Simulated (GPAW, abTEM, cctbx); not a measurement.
# BaTi2Bi2: the scripts behind a bonding study

Short scripts, each with its output. The cell comes from substitution in a known structure type and wasn't matched to any measured phase.

### 1. Relax the structure

```text
cell
1.0
     0.000000000   -4.544000000    0.000000000
     4.544000000    0.000000000    0.000000000
    -2.272000000    2.272000000    6.731000000
Bi Ba Ti
2 1 2
Direct
0.342800000 0.342800000 0.685600000
0.657200000 0.657200000 0.314400000
0.000000000 0.000000000 0.000000000
0.250000000 0.750000000 0.500000000
0.750000000 0.250000000 0.500000000
```

```python
from ase.constraints import FixSymmetry
from ase.filters import FrechetCellFilter
from ase.io import read, write
from ase.optimize import BFGS
from ase.parallel import parprint
from gpaw import GPAW, PW, FermiDirac

atoms = read("start.vasp")
atoms.set_constraint(FixSymmetry(atoms))
atoms.calc = GPAW(mode=PW(570), xc="PBE", kpts={"size": (5, 5, 5), "gamma": True},
                 occupations=FermiDirac(0.1), maxiter=120, symmetry={"tolerance": 1e-5}, txt="relax.txt")
BFGS(FrechetCellFilter(atoms), maxstep=0.15).run(fmax=0.03, steps=40)
parprint("cell  %.4f %.4f %.4f  %.2f %.2f %.2f" % tuple(atoms.cell.cellpar()))
parprint("volume %.3f A^3, largest force %.3f eV/A, largest stress %.2f GPa" % (atoms.get_volume(), abs(atoms.get_forces()).max(), 160.218 * abs(atoms.get_stress()).max()))
atoms.set_constraint()
write("relaxed.vasp", atoms, direct=True)
```

```console
$ OMP_NUM_THREADS=1 mpirun -n 4 gpaw python run.py > gpaw.log
```

```text
gpts.py:43: UserWarning: Initial realspace grid (27,27,42) inconsistent with symmetries.
gpts.py:43: UserWarning: Initial realspace grid (27,27,42) inconsistent with symmetries.
gpts.py:43: UserWarning: Initial realspace grid (27,27,42) inconsistent with symmetries.
gpts.py:43: UserWarning: Initial realspace grid (27,27,42) inconsistent with symmetries.
gpts.py:70: UserWarning: Using symmetrized grid: (42,42,42).
gpts.py:70: UserWarning: Using symmetrized grid: (42,42,42).
gpts.py:70: UserWarning: Using symmetrized grid: (42,42,42).
gpts.py:70: UserWarning: Using symmetrized grid: (42,42,42).
            Step        Energy          fmax
BFGS:    0      -24.705912        3.726960
BFGS:    1      -25.239576        3.029985
BFGS:    2      -26.112855        1.347103
gpts.py:43: UserWarning: Initial realspace grid (27,27,45) inconsistent with symmetries.
gpts.py:43: UserWarning: Initial realspace grid (27,27,45) inconsistent with symmetries.
gpts.py:43: UserWarning: Initial realspace grid (27,27,45) inconsistent with symmetries.
gpts.py:43: UserWarning: Initial realspace grid (27,27,45) inconsistent with symmetries.
gpts.py:70: UserWarning: Using symmetrized grid: (45,45,45).
gpts.py:70: UserWarning: Using symmetrized grid: (45,45,45).
gpts.py:70: UserWarning: Using symmetrized grid: (45,45,45).
gpts.py:70: UserWarning: Using symmetrized grid: (45,45,45).
BFGS:    3      -26.296459        0.443025
BFGS:    4      -26.315044        0.534769
BFGS:    5      -26.334497        0.588660
BFGS:    6      -26.372239        0.570806
BFGS:    7      -26.411105        0.437567
gpts.py:43: UserWarning: Initial realspace grid (25,25,45) inconsistent with symmetries.
gpts.py:43: UserWarning: Initial realspace grid (25,25,45) inconsistent with symmetries.
gpts.py:43: UserWarning: Initial realspace grid (25,25,45) inconsistent with symmetries.
gpts.py:43: UserWarning: Initial realspace grid (25,25,45) inconsistent with symmetries.
BFGS:    8      -26.443278        0.344006
BFGS:    9      -26.453648        0.465145
BFGS:   10      -26.458140        0.476654
BFGS:   11      -26.479805        0.455479
BFGS:   12      -26.505961        0.332166
BFGS:   13      -26.527300        0.195921
BFGS:   14      -26.531970        0.058671
BFGS:   15      -26.532421        0.006334
cell  4.4133 4.4133 8.1183  105.77 105.77 90.00
volume 145.970 A^3, largest force 0.006 eV/A, largest stress 0.02 GPa
```

Time: 9.7 min on 4 cores of Arm Neoverse V2 (shared host), peak memory 1.8 GiB.

### 2. Build the all-electron density and subtract free atoms

```text
cell
1.0
     0.000000000   -4.413274110    0.000000000
     4.413274110    0.000000000    0.000000000
    -2.206637055    2.206637055    7.494499260
Bi Ba Ti
2 1 2
Direct
0.372005520 0.372005520 0.744011040
0.627994480 0.627994480 0.255988960
0.000000000 0.000000000 0.000000000
0.250000000 0.750000000 0.500000000
0.750000000 0.250000000 0.500000000
```

```python
import numpy as np
from ase.io import read
from ase.units import Bohr
from gpaw import GPAW, PW, FermiDirac
from gpaw.calculator import GPAW as OldGPAW
from gpaw.mpi import serial_comm, world
from scipy.special import erfc
from scipy.spatial import cKDTree

atoms = read("cell.vasp")
atoms.calc = GPAW(mode=PW(450), xc="PBE", kpts={"size": (6, 6, 6), "gamma": True},
                 occupations=FermiDirac(0.1), maxiter=120, symmetry={"tolerance": 1e-5}, txt="scf.txt")
atoms.get_potential_energy()
rho = atoms.calc.get_all_electron_density(gridrefinement=2)
moments = atoms.get_magnetic_moments() if atoms.calc.get_number_of_spins() == 2 else np.zeros(len(atoms))
total = atoms.get_magnetic_moment() if moments.any() else 0.0
if world.rank == 0:
    free = OldGPAW(mode=PW(450), xc="PBE", txt=None, communicator=serial_comm)
    neutral = atoms.copy()
    neutral.set_initial_magnetic_moments(None)
    free.initialize(neutral)
    free.set_positions(neutral)
    drho = rho - free.get_all_electron_density(gridrefinement=2)
    # GPAW starts from confined atoms: exchange their smooth part for that of the datasets' free atoms
    h = np.stack(np.meshgrid(*[np.fft.fftfreq(n, 1 / n) for n in drho.shape], indexing="ij"), -1)
    gabs = np.linalg.norm(h @ atoms.cell.reciprocal(), axis=-1)
    tails = np.fft.fftn(free.get_pseudo_density(gridrefinement=2))
    g, form, v0 = np.linspace(0, gabs.max(), 1500), {}, 0
    for e in set(atoms.symbols):
        idx = atoms.symbols.search(e)
        d = free.setups[idx[0]].data
        r, w = d.rgd.r_g * Bohr, d.rgd.r_g**2 * d.rgd.dr_g
        j0 = np.sinc(2 * g[:, None] * r)
        smooth = sum(f * p**2 for f, p in zip(d.f_j, d.phit_jg)) + np.sqrt(4 * np.pi) * d.nct_g
        full = sum(f * p**2 for f, p in zip(d.f_j, d.phi_jg)) + np.sqrt(4 * np.pi) * d.nc_g
        phase = sum(np.exp(-2j * np.pi * h @ s) for s in atoms.get_scaled_positions()[idx])
        tails -= np.interp(gabs, g, j0 @ (smooth * w)) * phase * drho.size / atoms.get_volume()
        form[e] = j0 @ (full * w)
        v0 += 2 * np.pi / 3 * 14.3996 * (full * w * r**2).sum() * len(idx)  # V A^3
    tails *= 0.5 * erfc((gabs - 1.8) / 0.25)  # the tails differ at long wavelengths alone
    drho += np.fft.ifftn(tails).real  # crystal minus superposed spherical free atoms
    np.save("drho.npy", drho)
    dv = atoms.get_volume() / drho.size
    print("grid", drho.shape, " electrons %.3f" % (rho.sum() * dv), " moved by bonding %.3f e" % (abs(drho).sum() * dv / 2))
    pts = np.indices(drho.shape).reshape(3, -1).T / drho.shape @ atoms.cell
    shifts = (np.indices((3, 3, 3)).reshape(3, -1).T - 1) @ atoms.cell
    images = (atoms.positions[None] + shifts[:, None]).reshape(-1, 3)
    dist, idx = cKDTree(images).query(pts, k=4)
    out = drho.ravel()[dist[:, 0] > 0.5]
    print("deformation density beyond 0.5 A of the nuclei: max %.3f, min %.3f e/A^3" % (out.max(), out.min()))
    tie = dist < dist[:, :1] + 1e-4
    q = -np.bincount((idx % len(atoms))[tie], (drho.ravel()[:, None] / tie.sum(1, keepdims=True) * tie)[tie], len(atoms)) * dv
    print("atom        x       y       z   Voronoi charge  moment")
    for a, s, c, m in zip(atoms, atoms.get_scaled_positions(), q, moments):
        print("%-2s%-3d %7.4f %7.4f %7.4f %10.3f %10.2f" % (a.symbol, a.index + 1, *s, c, m))
    np.savez("free.npz", g=g, **form)
    print("mean inner potential of superposed free atoms %.3f V" % (v0 / atoms.get_volume()))
    print("total magnetic moment %.3f muB" % total)
```

```console
$ OMP_NUM_THREADS=1 mpirun -n 4 gpaw python run.py > gpaw.log
```

```text
gpts.py:43: UserWarning: Initial realspace grid (24,24,40) inconsistent with symmetries.
gpts.py:43: UserWarning: Initial realspace grid (24,24,40) inconsistent with symmetries.
gpts.py:43: UserWarning: Initial realspace grid (24,24,40) inconsistent with symmetries.
gpts.py:43: UserWarning: Initial realspace grid (24,24,40) inconsistent with symmetries.
gpts.py:70: UserWarning: Using symmetrized grid: (40,40,40).
gpts.py:70: UserWarning: Using symmetrized grid: (40,40,40).
gpts.py:70: UserWarning: Using symmetrized grid: (40,40,40).
gpts.py:70: UserWarning: Using symmetrized grid: (40,40,40).
grid (80, 80, 80)  electrons 266.000  moved by bonding 1.030 e
deformation density beyond 0.5 A of the nuclei: max 0.226, min -0.196 e/A^3
atom        x       y       z   Voronoi charge  moment
Bi1    0.3720  0.3720  0.7440     -0.114       0.00
Bi2    0.6280  0.6280  0.2560     -0.114       0.00
Ba3    0.0000  0.0000  0.0000      0.197       0.00
Ti4    0.2500  0.7500  0.5000      0.016       0.00
Ti5    0.7500  0.2500  0.5000      0.016       0.00
mean inner potential of superposed free atoms 19.849 V
total magnetic moment 0.000 muB
```

Time: 45 s.

### 3. Fourier-transform the difference

```python
from cctbx import adptbx, crystal, miller, xray
from cctbx.eltbx import tiny_pse
import numpy as np

cs = crystal.symmetry(unit_cell=(4.4133, 4.4133, 14.989, 90, 90, 90), space_group_symbol='Hall: -I 4 2')  # I4/mmm
atoms = [  # label, site, U (iso, or U11 U22 U33 U12 U13 U23 in A^2), occupancy
    ("Bi1", (0, 0, 0.37201), 0.0000, 1),
    ("Ba1", (0, 0, 0), 0.0000, 1),
    ("Ti1", (0.5, 0, 0.25), 0.0000, 1),
]
xs = xray.structure(crystal_symmetry=cs)
for label, site, u, occ in atoms:
    u = adptbx.u_cif_as_u_star(cs.unit_cell(), u) if isinstance(u, tuple) else u
    xs.add_scatterer(xray.scatterer(label, site=site, u=u, occupancy=occ))
xs.scattering_type_registry(table="wk1995")
drho = np.load("drho.npy")
T = np.array([[0, 1, 0], [-1, 0, 0], [1, 1, 2]])  # conventional axes in terms of the primitive ones
dF = np.fft.ifftn(drho) * 291.94055  # electrons a conventional cell, indexed by primitive hkl
ms = miller.build_set(cs, anomalous_flag=False, d_min=0.9).sort("resolution")
iam = ms.structure_factors_from_scatterers(xs, algorithm="direct").f_calc()
p1 = xs.expand_to_p1()
z = np.array([tiny_pse.table(sc.scattering_type).atomic_number() for sc in p1.scatterers()])
x = np.array(p1.sites_frac())
free = np.load("free.npz")
print("static structure factors of the conventional cell: F in electrons, V (Mott-Bethe) in volts")
print("   h  k  l      d  |F| table  |F| free   |F| DFT   change   |V| free  |V| DFT  change %")
for h, d, table in list(zip(ms.indices(), ms.d_spacings().data(), iam.data()))[:16]:
    df = dF[tuple(np.rint(np.linalg.solve(T, h)).astype(int))]
    phase = np.exp(2j * np.pi * x @ h)
    f = sum(np.interp(1 / d, free["g"], free[sc.scattering_type]) * p for sc, p in zip(p1.scatterers(), phase))
    fz = (z * phase).sum()
    c = 14.3996 * d * d / (np.pi * cs.unit_cell().volume())
    v0, v1 = abs(fz - f) * c, abs(fz - f - df) * c
    print("%4d%3d%3d %7.4f %9.3f %9.3f %9.3f %8.3f %9.3f %8.3f %8s" % (h + (d, abs(table), abs(f), abs(f + df), abs(f + df) - abs(f), v0, v1, "%.1f" % (100 * (v1 / v0 - 1)) if v0 > 0.02 else "-")))
```

```console
$ python run.py
```

```text
static structure factors of the conventional cell: F in electrons, V (Mott-Bethe) in volts
   h  k  l      d  |F| table  |F| free   |F| DFT   change   |V| free  |V| DFT  change %
   0  0  2  7.4945    11.994    12.021    11.572   -0.449     0.434    0.038    -91.2
   1  0  1  4.2336   113.827   113.579   113.715    0.136     1.331    1.292     -2.9
   0  0  4  3.7473   131.479   131.235   131.099   -0.136     0.038    0.008    -79.1
   1  0  3  3.3077   317.089   316.991   317.121    0.131     7.321    7.298     -0.3
   1  1  0  3.1207   319.190   319.178   319.551    0.373     5.630    5.573     -1.0
   1  1  2  2.8809   149.215   149.053   149.009   -0.044     5.013    5.019      0.1
   0  0  6  2.4982    56.574    56.803    56.494   -0.308     0.445    0.475      6.8
   1  0  5  2.4798   267.697   267.653   267.411   -0.242     5.412    5.435      0.4
   1  1  4  2.3980   252.334   251.981   251.469   -0.513     4.973    5.019      0.9
   2  0  0  2.2067   418.988   418.754   417.619   -1.135     8.657    8.744      1.0
   2  0  2  2.1168    14.600    14.849    15.266    0.417     0.234    0.263     12.6
   2  1  1  1.9568   100.288   100.181    99.928   -0.253     1.090    1.105      1.4
   1  1  6  1.9502   169.244   169.156   169.094   -0.063     4.072    4.076      0.1
   1  0  7  1.9265   126.096   125.986   125.642   -0.344     1.488    1.508      1.3
   2  0  4  1.9015   121.914   121.932   121.942    0.010     0.518    0.518     -0.1
   0  0  8  1.8736   393.956   393.850   393.611   -0.238     7.408    7.421      0.2
```

Time: 0.25 s on 1 core of Arm Neoverse V2 (shared host), peak memory 0.09 GiB.

### 4. Propagate a plane wave with and without the bonding term

```python
import abtem
import numpy as np
from ase.build import make_supercell
from ase.io import read

abtem.config.set({"dask.lazy": False, "fft": "fftw", "diagnostics.progress_bar": False})
M = [[1, 1, 0], [-1, -1, -2], [-1, 1, 0]]  # rows: x, y and beam direction in the primitive cell's axes
unit = make_supercell(read("cell.vasp"), M)
unit.set_cell(list(unit.cell.lengths()) + [90, 90, 90], scale_atoms=True)
unit.positions[:, 2] += 0.7802  # keeps atomic planes off the slice boundaries
unit.wrap()
slab = unit * (2, 2, 65)
print(slab.get_chemical_formula(), "| box %.2f x %.2f x %.2f A" % tuple(slab.cell.lengths()))

# change of the potential by bonding, from the DFT deformation density (Poisson's equation term by term)
drho = np.load("drho.npy")
prim = read("cell.vasp")
h = np.stack(np.meshgrid(*[np.fft.fftfreq(n, 1 / n) for n in drho.shape], indexing="ij"), -1).reshape(-1, 3).astype(int)
g2 = ((h @ prim.cell.reciprocal()) ** 2).sum(1)
keep = (g2 > 0) & (g2 < 2.5**2)
shape = (179, 429, 36)
vg = np.zeros(shape, complex)
hm = h[keep] @ np.array(M).T
move = np.exp(-2j * np.pi * hm[:, 2] * (0.7802 / unit.cell[2, 2] - 0.5 / shape[2]))  # the same shift, sampled at mid-points
vg[tuple(hm.T % np.array(shape)[:, None])] = -14.3996 / np.pi * (np.fft.fftn(drho).ravel() / drho.size)[keep] / g2[keep] * move
dV = np.fft.ifftn(vg).real * vg.size
dV = dV.reshape(179, 429, 4, 9).mean(3) * unit.cell[2, 2] / 4  # V A, projected in each slice
dV = np.tile(dV.transpose(2, 0, 1), (65, 2, 2))


def build(atoms):
    p = abtem.Potential(atoms, gpts=(358, 858), slice_thickness=[slab.cell[2, 2] / 260] * 260,
                        parametrization="lobato", projection="infinite", exit_planes=20).build()
    p.array[:] += BONDING * dV
    return p


sigmas = {'Bi': 0.052, 'Ba': 0.056, 'Ti': 0.066}  # r.m.s. displacement along each axis, A
u = np.array([sigmas[s] for s in slab.symbols])[:, None]
rng = np.random.default_rng(916)


def potentials():
    for _ in range(3):  # frozen phonons, one configuration at a time
        atoms = slab.copy()
        atoms.positions += u * rng.standard_normal((len(atoms), 3))
        atoms.wrap()
        yield build(atoms)


for label, BONDING in (("IAM", 0.0), ("DFT", 1.0)):
    print("=====", label)
    rng = np.random.default_rng(916)  # the same displacements for both
    potential = build(slab)
    print("grid", potential.gpts, "slices", potential.num_slices)
    thickness = potential.exit_thicknesses
    wave = abtem.PlaneWave(energy=200000)
    dp = np.mean([wave.multislice(p).diffraction_patterns(max_angle="valid").array for p in potentials()], axis=0)
    hkl = [(0, 0, 0), (0, 0, 2), (1, -1, 0), (1, -1, 2), (2, -2, 0), (2, -2, 2), (3, -3, 0)]
    nx, ny = dp.shape[-2:]
    print("intensity of each beam, fraction of the incident wave")
    print("  t (A)" + "".join("%9s" % " ".join(map(str, h)) for h in hkl) + "  diffuse    total")
    grid = np.zeros((nx, ny), bool)
    grid[nx // 2 % 2::2, ny // 2 % 2::2] = True
    for t, a in list(zip(thickness, dp))[1:]:
        idx = [np.rint(np.array(M) @ np.linalg.solve([[0, 1, 0], [-1, 0, 0], [1, 1, 2]], h)).astype(int) for h in hkl]
        print("%7.1f" % t + "".join("%9.5f" % a[nx // 2 + i[0] * 2, ny // 2 + i[1] * 2] for i in idx) + "%9.4f%9.4f" % (a[~grid].sum(), a.sum()))
```

```console
$ python run.py
```

```text
Ba1040Bi2080Ti2080 | box 12.48 x 29.98 x 405.69 A
===== IAM
grid (358, 858) slices 260
intensity of each beam, fraction of the incident wave
  t (A)    0 0 0    0 0 2   1 -1 0   1 -1 2   2 -2 0   2 -2 2   3 -3 0  diffuse    total
   31.2  0.70674  0.00012  0.00701  0.00887  0.01207  0.00003  0.00094   0.0263   0.9967
   62.4  0.54421  0.00013  0.00460  0.01438  0.01843  0.00007  0.00039   0.0771   0.9903
   93.6  0.69797  0.00006  0.00384  0.00473  0.00658  0.00006  0.00021   0.1027   0.9872
  124.8  0.72951  0.00044  0.00702  0.00082  0.00401  0.00004  0.00080   0.1115   0.9858
  156.0  0.61699  0.00064  0.00322  0.00680  0.00792  0.00001  0.00026   0.1265   0.9832
  187.2  0.55737  0.00013  0.00401  0.00728  0.00935  0.00013  0.00030   0.1454   0.9806
  218.4  0.59643  0.00036  0.00637  0.00177  0.00719  0.00006  0.00084   0.1607   0.9783
  249.7  0.62014  0.00145  0.00337  0.00090  0.00531  0.00007  0.00022   0.1713   0.9762
  280.9  0.55175  0.00131  0.00207  0.00363  0.00739  0.00002  0.00043   0.1801   0.9741
  312.1  0.49577  0.00055  0.00314  0.00356  0.00851  0.00013  0.00061   0.1940   0.9720
  343.3  0.52920  0.00160  0.00241  0.00129  0.00609  0.00017  0.00021   0.2072   0.9698
  374.5  0.54106  0.00310  0.00101  0.00077  0.00461  0.00005  0.00039   0.2142   0.9680
  405.7  0.48645  0.00245  0.00080  0.00299  0.00615  0.00013  0.00032   0.2217   0.9661
===== DFT
grid (358, 858) slices 260
intensity of each beam, fraction of the incident wave
  t (A)    0 0 0    0 0 2   1 -1 0   1 -1 2   2 -2 0   2 -2 2   3 -3 0  diffuse    total
   31.2  0.70670  0.00004  0.00691  0.00891  0.01207  0.00002  0.00094   0.0263   0.9967
   62.4  0.54420  0.00034  0.00453  0.01453  0.01847  0.00006  0.00040   0.0771   0.9903
   93.6  0.69670  0.00077  0.00325  0.00490  0.00670  0.00003  0.00019   0.1027   0.9872
  124.8  0.72934  0.00053  0.00686  0.00085  0.00406  0.00005  0.00080   0.1116   0.9858
  156.0  0.61906  0.00012  0.00329  0.00700  0.00790  0.00004  0.00031   0.1267   0.9832
  187.2  0.55705  0.00082  0.00272  0.00793  0.00943  0.00007  0.00032   0.1455   0.9805
  218.4  0.59378  0.00190  0.00519  0.00226  0.00733  0.00002  0.00077   0.1610   0.9783
  249.7  0.62092  0.00169  0.00324  0.00108  0.00524  0.00015  0.00025   0.1716   0.9762
  280.9  0.55502  0.00083  0.00130  0.00429  0.00725  0.00008  0.00055   0.1803   0.9741
  312.1  0.49521  0.00169  0.00169  0.00471  0.00861  0.00002  0.00058   0.1940   0.9721
  343.3  0.52618  0.00348  0.00166  0.00215  0.00632  0.00008  0.00019   0.2072   0.9698
  374.5  0.54195  0.00318  0.00087  0.00143  0.00463  0.00006  0.00045   0.2142   0.9680
  405.7  0.48882  0.00212  0.00020  0.00438  0.00615  0.00001  0.00039   0.2216   0.9662
```

Time: 2.3 min.

[Outputs are excerpts: Python notices, other lines and further rows are left out; steps that failed or that the build refused (PBEsol, TPSS) are not shown.]

[Logs are printed without paths, hosts, clocks, repeated set-up lines and the standing remarks that a program may print on its own settings, such as how far it seeks lower states.]
